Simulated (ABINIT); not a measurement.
An input for ABINIT 10.8.3 (SrTiO3 (Tausonite)):

```
acell 3*1.0 Angstrom
rprim 
  3.905280000000 0.000000000000 0.000000000000
  0.000000000000 3.905280000000 0.000000000000
  0.000000000000 0.000000000000 3.905280000000
ntypat 3
znucl 38 22 8
natom 5
typat 1 2 3 3 3
xred 
  0.500000000000 0.500000000000 0.500000000000
  0.000000000000 0.000000000000 0.000000000000
  0.500000000000 0.000000000000 0.000000000000
  0.000000000000 0.500000000000 0.000000000000
  0.000000000000 0.000000000000 0.500000000000
pp_dirpath "pseudos"
pseudos "Sr.upf, Ti.upf, O.upf"
ecut 38
ngkpt 10 10 10
nshiftk 1
shiftk 0 0 0
kptopt 1
chksymbreak 0
iscf -2
irdden 1
istwfk *1
nband 32
nbdbuf 4
tolwfr 1e-09
nstep 60
prtvol 0
indata_prefix "in"
outdata_prefix "out"
tmpdata_prefix "tmp"
```

```sh
OMP_NUM_THREADS=1 mpirun -n 8 abinit run.abi > log
```

Q: How long will it take on 8 MPI ranks of Arm Neoverse V2, shared host, and how much memory?

It took 25 s; on shared hardware allow 13 s to 50 s. Peak host memory was 0.63 GiB.

[Paths, hosts, dates, memory and timing lines, banners, echoed tables and standing remarks are left out of the program output.]

[Logs are printed without paths, hosts, clocks, repeated set-up lines and the standing remarks that a program may print on its own settings, such as how far it seeks lower states.]

[Runs of the session that timed out or met a known fault of the program may be left out.]

[Hosts, paths, dates, database ids (printed as entryN), source tags and the programs' standing remarks are cut or masked in the printed files.]

[G0W0 gaps are taken among the corrected bands and points alone; a level outside them can change the order at an edge.]

[Where Ansatz stands beside ABINIT at settings called matched, ABINIT's density can come from a denser mesh and the files from another edition; pairs whose starting gaps differed by over 0.03 eV were left out, so agreement reads better than it is.]
